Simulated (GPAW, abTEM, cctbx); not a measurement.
# BaLiSnBiS6: the scripts behind a bonding study

Short scripts, each with its output. The start was made by putting kin elements into a known structure type; the compound need not exist, or be stable, in this form.

**1. Build the all-electron density and subtract free atoms**

```text
cell
1.0
     0.000000000    5.187109380    5.187109380
     5.187109380    0.000000000    5.187109380
     5.187109380    5.187109380    0.000000000
Bi Ba Sn S Li
1 1 1 6 1
Direct
0.000000000 0.000000000 0.000000000
0.750000000 0.750000000 0.750000000
0.500000000 0.500000000 0.500000000
0.742332130 0.257667870 0.742332130
0.257667870 0.742332130 0.257667870
0.257667870 0.257667870 0.742332130
0.742332130 0.742332130 0.257667870
0.257667870 0.742332130 0.742332130
0.742332130 0.257667870 0.257667870
0.250000000 0.250000000 0.250000000
```

```python
import numpy as np
from ase.io import read
from ase.units import Bohr
from gpaw import GPAW, PW, FermiDirac
from gpaw.calculator import GPAW as OldGPAW
from gpaw.mpi import serial_comm, world
from scipy.special import erfc
from scipy.spatial import cKDTree

atoms = read("cell.vasp")
atoms.calc = GPAW(mode=PW(550), xc="PBE", kpts={"size": (3, 3, 3), "gamma": True},
                 occupations=FermiDirac(0.05), maxiter=120, symmetry={"tolerance": 1e-5}, txt="scf.txt")
atoms.get_potential_energy()
rho = atoms.calc.get_all_electron_density(gridrefinement=2)
moments = atoms.get_magnetic_moments() if atoms.calc.get_number_of_spins() == 2 else np.zeros(len(atoms))
total = atoms.get_magnetic_moment() if moments.any() else 0.0
if world.rank == 0:
    free = OldGPAW(mode=PW(550), xc="PBE", txt=None, communicator=serial_comm)
    neutral = atoms.copy()
    neutral.set_initial_magnetic_moments(None)
    free.initialize(neutral)
    free.set_positions(neutral)
    drho = rho - free.get_all_electron_density(gridrefinement=2)
    # GPAW starts from confined atoms: exchange their smooth part for that of the datasets' free atoms
    h = np.stack(np.meshgrid(*[np.fft.fftfreq(n, 1 / n) for n in drho.shape], indexing="ij"), -1)
    gabs = np.linalg.norm(h @ atoms.cell.reciprocal(), axis=-1)
    tails = np.fft.fftn(free.get_pseudo_density(gridrefinement=2))
    g, form, v0 = np.linspace(0, gabs.max(), 1500), {}, 0
    for e in set(atoms.symbols):
        idx = atoms.symbols.search(e)
        d = free.setups[idx[0]].data
        r, w = d.rgd.r_g * Bohr, d.rgd.r_g**2 * d.rgd.dr_g
        j0 = np.sinc(2 * g[:, None] * r)
        smooth = sum(f * p**2 for f, p in zip(d.f_j, d.phit_jg)) + np.sqrt(4 * np.pi) * d.nct_g
        full = sum(f * p**2 for f, p in zip(d.f_j, d.phi_jg)) + np.sqrt(4 * np.pi) * d.nc_g
        phase = sum(np.exp(-2j * np.pi * h @ s) for s in atoms.get_scaled_positions()[idx])
        tails -= np.interp(gabs, g, j0 @ (smooth * w)) * phase * drho.size / atoms.get_volume()
        form[e] = j0 @ (full * w)
        v0 += 2 * np.pi / 3 * 14.3996 * (full * w * r**2).sum() * len(idx)  # V A^3
    tails *= 0.5 * erfc((gabs - 1.8) / 0.25)  # the tails differ at long wavelengths alone
    drho += np.fft.ifftn(tails).real  # crystal minus superposed spherical free atoms
    np.save("drho.npy", drho)
    dv = atoms.get_volume() / drho.size
    print("grid", drho.shape, " electrons %.3f" % (rho.sum() * dv), " moved by bonding %.3f e" % (abs(drho).sum() * dv / 2))
    pts = np.indices(drho.shape).reshape(3, -1).T / drho.shape @ atoms.cell
    shifts = (np.indices((3, 3, 3)).reshape(3, -1).T - 1) @ atoms.cell
    images = (atoms.positions[None] + shifts[:, None]).reshape(-1, 3)
    dist, idx = cKDTree(images).query(pts, k=4)
    out = drho.ravel()[dist[:, 0] > 0.5]
    print("deformation density beyond 0.5 A of the nuclei: max %.3f, min %.3f e/A^3" % (out.max(), out.min()))
    tie = dist < dist[:, :1] + 1e-4
    q = -np.bincount((idx % len(atoms))[tie], (drho.ravel()[:, None] / tie.sum(1, keepdims=True) * tie)[tie], len(atoms)) * dv
    print("atom        x       y       z   Voronoi charge  moment")
    for a, s, c, m in zip(atoms, atoms.get_scaled_positions(), q, moments):
        print("%-2s%-3d %7.4f %7.4f %7.4f %10.3f %10.2f" % (a.symbol, a.index + 1, *s, c, m))
    np.savez("free.npz", g=g, **form)
    print("mean inner potential of superposed free atoms %.3f V" % (v0 / atoms.get_volume()))
    print("total magnetic moment %.3f muB" % total)
```

```console
$ OMP_NUM_THREADS=1 mpirun -n 4 gpaw python run.py > gpaw.log
```

```text
grid (80, 80, 80)  electrons 288.000  moved by bonding 2.029 e
deformation density beyond 0.5 A of the nuclei: max 0.088, min -0.090 e/A^3
atom        x       y       z   Voronoi charge  moment
Bi1    0.0000  0.0000  0.0000      0.500       0.00
Ba2    0.7500  0.7500  0.7500      0.232       0.00
Sn3    0.5000  0.5000  0.5000      0.402       0.00
S 4    0.7423  0.2577  0.7423     -0.253       0.00
S 5    0.2577  0.7423  0.2577     -0.253       0.00
S 6    0.2577  0.2577  0.7423     -0.253       0.00
S 7    0.7423  0.7423  0.2577     -0.253       0.00
S 8    0.2577  0.7423  0.7423     -0.253       0.00
S 9    0.7423  0.2577  0.2577     -0.253       0.00
Li10   0.2500  0.2500  0.2500      0.387       0.00
mean inner potential of superposed free atoms 13.010 V
total magnetic moment 0.000 muB
```

Time: 23 s on 4 cores of Intel(R) Xeon(R) Platinum 8488C (Sapphire Rapids) (shared host), peak memory 1.3 GiB.

**2. Fourier-transform the difference**

```python
from cctbx import adptbx, crystal, miller, xray
from cctbx.eltbx import tiny_pse
import numpy as np

cs = crystal.symmetry(unit_cell=(10.3742, 10.3742, 10.3742, 90, 90, 90), space_group_symbol='Hall: F -4 2 3')  # F-43m
atoms = [  # label, site, U (iso, or U11 U22 U33 U12 U13 U23 in A^2), occupancy
    ("Bi1", (0, 0, 0), 0.0000, 1),
    ("Ba1", (0.25, 0.25, 0.75), 0.0000, 1),
    ("Sn1", (0.5, 0, 0), 0.0000, 1),
    ("S1", (0.5, 0.24233, 0), 0.0000, 1),
    ("Li1", (0.25, 0.75, 0.75), 0.0000, 1),
]
xs = xray.structure(crystal_symmetry=cs)
for label, site, u, occ in atoms:
    u = adptbx.u_cif_as_u_star(cs.unit_cell(), u) if isinstance(u, tuple) else u
    xs.add_scatterer(xray.scatterer(label, site=site, u=u, occupancy=occ))
xs.scattering_type_registry(table="wk1995")
drho = np.load("drho.npy")
T = np.array([[-1, 1, 1], [1, -1, 1], [1, 1, -1]])  # conventional axes in terms of the primitive ones
dF = np.fft.ifftn(drho) * 1116.51922  # electrons a conventional cell, indexed by primitive hkl
ms = miller.build_set(cs, anomalous_flag=False, d_min=0.9).sort("resolution")
iam = ms.structure_factors_from_scatterers(xs, algorithm="direct").f_calc()
p1 = xs.expand_to_p1()
z = np.array([tiny_pse.table(sc.scattering_type).atomic_number() for sc in p1.scatterers()])
x = np.array(p1.sites_frac())
free = np.load("free.npz")
print("static structure factors of the conventional cell: F in electrons, V (Mott-Bethe) in volts")
print("   h  k  l      d  |F| table  |F| free   |F| DFT   change   |V| free  |V| DFT  change %")
for h, d, table in list(zip(ms.indices(), ms.d_spacings().data(), iam.data()))[:16]:
    df = dF[tuple(np.rint(np.linalg.solve(T, h)).astype(int))]
    phase = np.exp(2j * np.pi * x @ h)
    f = sum(np.interp(1 / d, free["g"], free[sc.scattering_type]) * p for sc, p in zip(p1.scatterers(), phase))
    fz = (z * phase).sum()
    c = 14.3996 * d * d / (np.pi * cs.unit_cell().volume())
    v0, v1 = abs(fz - f) * c, abs(fz - f - df) * c
    print("%4d%3d%3d %7.4f %9.3f %9.3f %9.3f %8.3f %9.3f %8.3f %8s" % (h + (d, abs(table), abs(f), abs(f + df), abs(f + df) - abs(f), v0, v1, "%.1f" % (100 * (v1 / v0 - 1)) if v0 > 0.02 else "-")))
```

```console
$ python run.py
```

```text
static structure factors of the conventional cell: F in electrons, V (Mott-Bethe) in volts
   h  k  l      d  |F| table  |F| free   |F| DFT   change   |V| free  |V| DFT  change %
   1  1  1  5.9895   228.922   229.160   229.460    0.300     1.807    1.725     -4.5
   0  2  0  5.1871   401.573   401.089   401.522    0.433     2.596    2.548     -1.8
   0  2  2  3.6678   578.241   578.154   575.029   -3.125     3.481    3.654      5.0
   1  3  1  3.1279   221.985   221.903   222.165    0.263     1.297    1.286     -0.8
   2  2  2  2.9948    21.430    21.919    25.409    3.490     2.367    2.239     -5.4
   0  4  0  2.5935   903.020   903.385   904.938    1.553     6.800    6.757     -0.6
   1  3  3  2.3800   219.041   219.086   219.456    0.370     1.137    1.130     -0.7
   0  4  2  2.3197   336.678   336.657   337.028    0.371     1.890    1.882     -0.4
   2  4  2  2.1176   515.369   515.172   515.693    0.522     2.276    2.267     -0.4
   1  5  1  1.9965   182.058   182.174   182.390    0.217     0.862    0.861     -0.2
   3  3  3  1.9965   218.198   218.361   218.977    0.616     1.063    1.053     -1.0
   0  4  4  1.8339   794.520   794.918   793.829   -1.089     4.865    4.880      0.3
   1  5  3  1.7536   182.153   182.303   182.172   -0.130     0.779    0.782      0.4
   2  4  4  1.7290   302.710   302.619   302.123   -0.496     1.439    1.445      0.4
   0  6  0  1.7290   308.155   308.074   308.796    0.722     1.488    1.479     -0.6
   0  6  2  1.6403   477.371   477.222   478.243    1.021     1.863    1.852     -0.6
```

Time: 0.33 s on 1 core of Intel(R) Xeon(R) Platinum 8488C (Sapphire Rapids) (shared host), peak memory 0.09 GiB.

**3. Propagate a plane wave with and without the bonding term**

```python
import abtem
import numpy as np
from ase.build import make_supercell
from ase.io import read

abtem.config.set({"dask.lazy": False, "fft": "fftw", "diagnostics.progress_bar": False})
M = [[1, -1, 1], [1, -1, -1], [1, 1, -1]]  # rows: x, y and beam direction in the primitive cell's axes
unit = make_supercell(read("cell.vasp"), M)
unit.set_cell(list(unit.cell.lengths()) + [90, 90, 90], scale_atoms=True)
unit.positions[:, 2] += 0.6484  # keeps atomic planes off the slice boundaries
unit.wrap()
slab = unit * (2, 2, 60)
print(slab.get_chemical_formula(), "| box %.2f x %.2f x %.2f A" % tuple(slab.cell.lengths()))

# change of the potential by bonding, from the DFT deformation density (Poisson's equation term by term)
drho = np.load("drho.npy")
prim = read("cell.vasp")
h = np.stack(np.meshgrid(*[np.fft.fftfreq(n, 1 / n) for n in drho.shape], indexing="ij"), -1).reshape(-1, 3).astype(int)
g2 = ((h @ prim.cell.reciprocal()) ** 2).sum(1)
keep = (g2 > 0) & (g2 < 2.5**2)
shape = (297, 297, 56)
vg = np.zeros(shape, complex)
hm = h[keep] @ np.array(M).T
move = np.exp(-2j * np.pi * hm[:, 2] * (0.6484 / unit.cell[2, 2] - 0.5 / shape[2]))  # the same shift, sampled at mid-points
vg[tuple(hm.T % np.array(shape)[:, None])] = -14.3996 / np.pi * (np.fft.fftn(drho).ravel() / drho.size)[keep] / g2[keep] * move
dV = np.fft.ifftn(vg).real * vg.size
dV = dV.reshape(297, 297, 8, 7).mean(3) * unit.cell[2, 2] / 8  # V A, projected in each slice
dV = np.tile(dV.transpose(2, 0, 1), (60, 2, 2))


def build(atoms):
    p = abtem.Potential(atoms, gpts=(594, 594), slice_thickness=[slab.cell[2, 2] / 480] * 480,
                        parametrization="lobato", projection="infinite", exit_planes=40).build()
    p.array[:] += BONDING * dV
    return p


sigmas = {'Bi': 0.064, 'Ba': 0.069, 'Sn': 0.071, 'S': 0.086, 'Li': 0.102}  # r.m.s. displacement along each axis, A
u = np.array([sigmas[s] for s in slab.symbols])[:, None]
rng = np.random.default_rng(226)


def potentials():
    for _ in range(3):  # frozen phonons, one configuration at a time
        atoms = slab.copy()
        atoms.positions += u * rng.standard_normal((len(atoms), 3))
        atoms.wrap()
        yield build(atoms)


for label, BONDING in (("IAM", 0.0), ("DFT", 1.0)):
    print("=====", label)
    rng = np.random.default_rng(226)  # the same displacements for both
    potential = build(slab)
    print("grid", potential.gpts, "slices", potential.num_slices)
    thickness = potential.exit_thicknesses
    wave = abtem.PlaneWave(energy=300000)
    dp = np.mean([wave.multislice(p).diffraction_patterns(max_angle="valid").array for p in potentials()], axis=0)
    hkl = [(0, 0, 0), (2, 0, 0), (2, 2, 0)]
    nx, ny = dp.shape[-2:]
    print("intensity of each beam, fraction of the incident wave")
    print("  t (A)" + "".join("%9s" % " ".join(map(str, h)) for h in hkl) + "  diffuse    total")
    grid = np.zeros((nx, ny), bool)
    grid[nx // 2 % 2::2, ny // 2 % 2::2] = True
    for t, a in list(zip(thickness, dp))[1:]:
        idx = [np.rint(np.array(M) @ np.linalg.solve([[-1, 1, 1], [1, -1, 1], [1, 1, -1]], h)).astype(int) for h in hkl]
        print("%7.1f" % t + "".join("%9.5f" % a[nx // 2 + i[0] * 2, ny // 2 + i[1] * 2] for i in idx) + "%9.4f%9.4f" % (a[~grid].sum(), a.sum()))
```

```console
$ python run.py
```

```text
Ba960Bi960Li960S5760Sn960 | box 20.75 x 20.75 x 622.45 A
===== IAM
grid (594, 594) slices 480
intensity of each beam, fraction of the incident wave
  t (A)    0 0 0    2 0 0    2 2 0  diffuse    total
   51.9  0.82089  0.00013  0.00054   0.0233   0.9980
  103.7  0.51387  0.00360  0.00124   0.0519   0.9958
  155.6  0.25873  0.01626  0.00471   0.0886   0.9928
  207.5  0.10993  0.03394  0.01606   0.1274   0.9892
  259.4  0.04451  0.04423  0.02985   0.1618   0.9859
  311.2  0.04995  0.04356  0.03426   0.1938   0.9827
  363.1  0.12371  0.04184  0.02857   0.2244   0.9794
  415.0  0.22592  0.04574  0.01965   0.2489   0.9766
  466.8  0.28438  0.04918  0.01415   0.2632   0.9745
  518.7  0.26286  0.04150  0.01311   0.2714   0.9731
  570.6  0.18719  0.02627  0.01763   0.2839   0.9717
  622.5  0.11693  0.01484  0.02694   0.3014   0.9700
===== DFT
grid (594, 594) slices 480
intensity of each beam, fraction of the incident wave
  t (A)    0 0 0    2 0 0    2 2 0  diffuse    total
   51.9  0.82125  0.00015  0.00067   0.0233   0.9980
  103.7  0.51821  0.00358  0.00128   0.0520   0.9958
  155.6  0.26861  0.01624  0.00460   0.0888   0.9927
  207.5  0.11766  0.03391  0.01593   0.1276   0.9892
  259.4  0.04060  0.04392  0.02864   0.1619   0.9859
  311.2  0.03475  0.04327  0.03106   0.1945   0.9826
  363.1  0.10693  0.04267  0.02433   0.2257   0.9793
  415.0  0.21713  0.04794  0.01605   0.2501   0.9765
  466.8  0.28948  0.05111  0.01135   0.2634   0.9746
  518.7  0.28405  0.04177  0.01055   0.2711   0.9733
  570.6  0.22122  0.02567  0.01518   0.2836   0.9718
  622.5  0.15091  0.01509  0.02568   0.3006   0.9701
```

Time: 2 min.

**4. Image through focus**

```python
import abtem
import numpy as np
from ase.build import make_supercell
from ase.io import read

abtem.config.set({"dask.lazy": False, "fft": "fftw", "diagnostics.progress_bar": False})
M = [[1, -1, 1], [1, -1, -1], [1, 1, -1]]  # rows: x, y and beam direction in the primitive cell's axes
unit = make_supercell(read("cell.vasp"), M)
unit.set_cell(list(unit.cell.lengths()) + [90, 90, 90], scale_atoms=True)
unit.positions[:, 2] += 0.6484  # keeps atomic planes off the slice boundaries
unit.wrap()
slab = unit * (2, 2, 6)
print(slab.get_chemical_formula(), "| box %.2f x %.2f x %.2f A" % tuple(slab.cell.lengths()))

# change of the potential by bonding, from the DFT deformation density (Poisson's equation term by term)
drho = np.load("drho.npy")
prim = read("cell.vasp")
h = np.stack(np.meshgrid(*[np.fft.fftfreq(n, 1 / n) for n in drho.shape], indexing="ij"), -1).reshape(-1, 3).astype(int)
g2 = ((h @ prim.cell.reciprocal()) ** 2).sum(1)
keep = (g2 > 0) & (g2 < 2.5**2)
shape = (130, 130, 56)
vg = np.zeros(shape, complex)
hm = h[keep] @ np.array(M).T
move = np.exp(-2j * np.pi * hm[:, 2] * (0.6484 / unit.cell[2, 2] - 0.5 / shape[2]))  # the same shift, sampled at mid-points
vg[tuple(hm.T % np.array(shape)[:, None])] = -14.3996 / np.pi * (np.fft.fftn(drho).ravel() / drho.size)[keep] / g2[keep] * move
dV = np.fft.ifftn(vg).real * vg.size
dV = dV.reshape(130, 130, 8, 7).mean(3) * unit.cell[2, 2] / 8  # V A, projected in each slice
dV = np.tile(dV.transpose(2, 0, 1), (6, 2, 2))


def build(atoms):
    p = abtem.Potential(atoms, gpts=(260, 260), slice_thickness=[slab.cell[2, 2] / 48] * 48,
                        parametrization="lobato", projection="infinite", exit_planes=16).build()
    p.array[:] += BONDING * dV
    return p


sigmas = {'Bi': 0.064, 'Ba': 0.069, 'Sn': 0.071, 'S': 0.086, 'Li': 0.102}  # r.m.s. displacement along each axis, A
u = np.array([sigmas[s] for s in slab.symbols])[:, None]
rng = np.random.default_rng(226)


def potentials():
    for _ in range(2):  # frozen phonons, one configuration at a time
        atoms = slab.copy()
        atoms.positions += u * rng.standard_normal((len(atoms), 3))
        atoms.wrap()
        yield build(atoms)


for label, BONDING in (("IAM", 0.0), ("DFT", 1.0)):
    print("=====", label)
    rng = np.random.default_rng(226)  # the same displacements for both
    potential = build(slab)
    print("grid", potential.gpts, "slices", potential.num_slices)
    thickness = potential.exit_thicknesses
    columns = [  # name, x, y (A)
        ("BiSnS2", 0.000, 0.000),
        ("BaLi", 2.594, 7.781),
        ("S2", 2.594, 5.187),
        ("void", 1.297, 1.297),
    ]
    waves = [abtem.PlaneWave(energy=300000).multislice(p) for p in potentials()]
    stack = []
    for defocus in [-130.0, -90.0, -50.0, -10.0, 70.0]:
        ctf = abtem.CTF(energy=300000, Cs=-80000, defocus=defocus, focal_spread=40, semiangle_cutoff=35)
        ims = [w.apply_ctf(ctf).intensity() for w in waves]
        im = sum(ims[1:], ims[0]) / len(ims)
        a = im.array.reshape(len(thickness), 2, -1, 2, im.array.shape[-1] // 2).mean(axis=(1, 3))
        a = a / im.array[0].mean()
        stack.append(a)
        print("defocus %.0f A: intensity at the columns, vacuum = 1" % defocus)
        print("  t (A)     min     max" + "".join("%10s" % c[0][:9] for c in columns))
        for t, b in list(zip(thickness, a))[1:]:
            at = [b[round(x / im.sampling[0]) % b.shape[0], round(y / im.sampling[1]) % b.shape[1]] for _, x, y in columns]
            print("%7.1f %7.3f %7.3f" % (t, b.min(), b.max()) + "".join("%10.3f" % v for v in at))
    print("Scherzer defocus %.0f A, point resolution %.2f A" % (ctf.scherzer_defocus, ctf.point_resolution))
    np.save(label + "_hrtem.npy", np.array(stack))
```

```console
$ python run.py
```

```text
Ba96Bi96Li96S576Sn96 | box 20.75 x 20.75 x 62.25 A
===== IAM
grid (260, 260) slices 48
defocus -130 A: intensity at the columns, vacuum = 1
  t (A)     min     max    BiSnS2      BaLi        S2      void
   20.7   0.431   1.950     1.874     1.541     1.279     1.019
   41.5   0.352   2.098     1.796     2.098     1.685     0.942
   62.2   0.165   2.817     2.803     2.595     2.094     0.864
defocus -90 A: intensity at the columns, vacuum = 1
  t (A)     min     max    BiSnS2      BaLi        S2      void
   20.7   0.513   2.275     2.171     1.694     1.500     1.083
   41.5   0.436   2.332     1.637     2.326     2.022     1.019
   62.2   0.237   2.814     2.531     2.790     2.467     1.053
defocus -50 A: intensity at the columns, vacuum = 1
  t (A)     min     max    BiSnS2      BaLi        S2      void
   20.7   0.591   2.270     2.112     1.855     1.661     0.982
   41.5   0.454   2.745     0.791     2.711     2.403     0.946
   62.2   0.387   3.385     1.738     3.355     3.111     0.952
defocus -10 A: intensity at the columns, vacuum = 1
  t (A)     min     max    BiSnS2      BaLi        S2      void
   20.7   0.402   1.231     0.516     1.075     1.223     0.991
   41.5   0.027   1.799     0.067     1.518     1.777     0.965
   62.2   0.486   2.547     0.769     2.063     2.543     0.940
defocus 70 A: intensity at the columns, vacuum = 1
  t (A)     min     max    BiSnS2      BaLi        S2      void
   20.7   0.185   1.453     0.241     0.430     0.583     1.036
   41.5   0.051   1.550     0.652     0.070     0.209     1.136
   62.2   0.002   1.689     0.559     0.067     0.086     1.091
Scherzer defocus -49 A, point resolution 0.56 A
===== DFT
grid (260, 260) slices 48
defocus -130 A: intensity at the columns, vacuum = 1
  t (A)     min     max    BiSnS2      BaLi        S2      void
   20.7   0.431   1.961     1.885     1.556     1.262     1.024
   41.5   0.355   2.140     1.821     2.139     1.643     0.949
   62.2   0.168   2.866     2.851     2.665     2.017     0.868
defocus -90 A: intensity at the columns, vacuum = 1
  t (A)     min     max    BiSnS2      BaLi        S2      void
   20.7   0.513   2.281     2.177     1.706     1.489     1.087
   41.5   0.435   2.362     1.652     2.356     1.992     1.027
   62.2   0.235   2.868     2.563     2.844     2.408     1.061
defocus -50 A: intensity at the columns, vacuum = 1
  t (A)     min     max    BiSnS2      BaLi        S2      void
   20.7   0.593   2.272     2.115     1.862     1.654     0.985
   41.5   0.456   2.764     0.797     2.731     2.383     0.953
   62.2   0.389   3.419     1.746     3.388     3.069     0.962
defocus -10 A: intensity at the columns, vacuum = 1
  t (A)     min     max    BiSnS2      BaLi        S2      void
   20.7   0.403   1.230     0.517     1.077     1.221     0.992
   41.5   0.026   1.792     0.067     1.523     1.770     0.968
   62.2   0.486   2.531     0.769     2.071     2.527     0.947
defocus 70 A: intensity at the columns, vacuum = 1
  t (A)     min     max    BiSnS2      BaLi        S2      void
   20.7   0.185   1.455     0.240     0.427     0.585     1.032
   41.5   0.049   1.556     0.653     0.068     0.210     1.129
   62.2   0.002   1.694     0.562     0.069     0.085     1.082
Scherzer defocus -49 A, point resolution 0.56 A
```

Time: 6 s.

[Outputs are excerpts: Python notices, other lines and further rows are left out; steps that failed or that the build refused (PBEsol, TPSS) are not shown.]

[Logs are printed without paths, hosts, clocks, repeated set-up lines and the standing remarks that a program may print on its own settings, such as how far it seeks lower states.]
